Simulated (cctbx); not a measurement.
## Accept or mend?

Cell a = 11.4240 Å, b = 11.4240 Å, c = 11.4240 Å, α = 90.00°, β = 90.00°, γ = 90.00°; space group Im-3 (no. 204). The compound is Sn13Ge12Ir4Ru12.

Simulated single-crystal data (cctbx): synchrotron X-rays, λ = 0.7749 Å, to d = 0.8 Å, 50 % of the full sphere, strongest reflection 20000 counts, noise from counting, a 4 % proportional error and a noise floor of 15 counts (s.d.); no absorption.

An anisotropic refinement with weights 1/σ² prints:

```text
Rint 0.045, 297 unique reflections to 0.80 A
cycle     R1     wR2    GooF  max shift (A)
   1  0.0222  0.0435   1.781   0.00028
   2  0.0161  0.0304   1.244   0.00000
final R1 0.0161 wR2 0.0304 GooF 1.244  parameters 21  data/parameter 14.1
atom        x        y        z      Ueq    occ   su(xyz)  su(Uiso or U11)
Ir1    0.75000  0.25000  0.25000   0.0092  1.000  0.00000  0.0001
Sn1    0.13051  0.11855  0.50000   0.0101  1.000  0.00005  0.0003
Sn2    0.00000  0.00000  0.00000   0.0112  1.000  0.00000  0.0003
Ru1    0.50000  0.33501  0.17487   0.0119  1.000  0.00005  0.0003
Ge1    0.25239  0.37833  0.50000   0.0130  1.000  0.00007  0.0004
difference map: max 1.66 min -1.56 rms 0.40
Q1    0.0000  0.2923  0.1712   24    1.74  0.76 A from Ge1
Q2    0.0000  0.3851  0.5000   12    1.66  1.37 A from Sn1
Q3    0.0000  0.3100  0.1002   24    1.63  0.75 A from Ge1
Q4    0.0000  0.0000  0.5000    6    1.46  2.01 A from Sn1
Q5    0.0000  0.1864  0.0683   24    1.43  0.93 A from Ge1
Q6    0.0000  0.4510  0.2055   24    1.35  1.70 A from Sn1
```

**Question.** Can this result stand? If not, what is the likely fault?

Mend it. The fault: anomalous dispersion left out. Against the right model at the same level, R1 goes from 0.0105 to 0.0161 and GooF from 0.91 to 1.24. No atom is wrong: without f′ and f″ the atoms near an edge get the wrong scattering power, which U and the scale absorb. The signs are weak, and the output alone doesn't single this fault out.

The compound is Sn13Ge12Ir4Ru12. The right model at the same level gives:

```text
Rint 0.045, 297 unique reflections to 0.80 A
cycle     R1     wR2    GooF  max shift (A)
   1  0.0107  0.0225   0.923   0.00010
   2  0.0105  0.0221   0.905   0.00000
final R1 0.0105 wR2 0.0221 GooF 0.905  parameters 21  data/parameter 14.1
atom        x        y        z      Ueq    occ   su(xyz)  su(Uiso or U11)
Ir1    0.75000  0.25000  0.25000   0.0085  1.000  0.00000  0.0001
Sn1    0.13051  0.11854  0.50000   0.0101  1.000  0.00003  0.0002
Sn2    0.00000  0.00000  0.00000   0.0110  1.000  0.00000  0.0002
Ru1    0.50000  0.33500  0.17490   0.0105  1.000  0.00004  0.0002
Ge1    0.25240  0.37830  0.50000   0.0146  1.000  0.00005  0.0003
difference map: max 1.19 min -1.76 rms 0.29
Q1    0.0000  0.4536  0.2059   24    1.24  1.69 A from Sn1
Q2    0.0000  0.3875  0.5000   12    1.18  1.37 A from Sn1
Q3    0.0000  0.0000  0.5000    6    1.13  2.01 A from Sn1
Q4    0.0000  0.1811  0.0621   24    1.04  1.02 A from Ge1
Q5    0.0000  0.2853  0.1815   24    1.03  0.81 A from Ge1
Q6    0.0000  0.4038  0.2813   24    0.94  1.21 A from Sn1
```

Isotropic U is held between 0.0001 and 1 Å² by the program, and listed peak heights are interpolated, so they can pass the grid's maximum.

The model is made up (kin elements in a known structure type, no relaxation), so it says nothing on whether the phase exists.

[Middle refinement cycles are left out of these outputs.]

[Logs are printed without paths, hosts, clocks, repeated set-up lines and the standing remarks that a program may print on its own settings, such as how far it seeks lower states.]
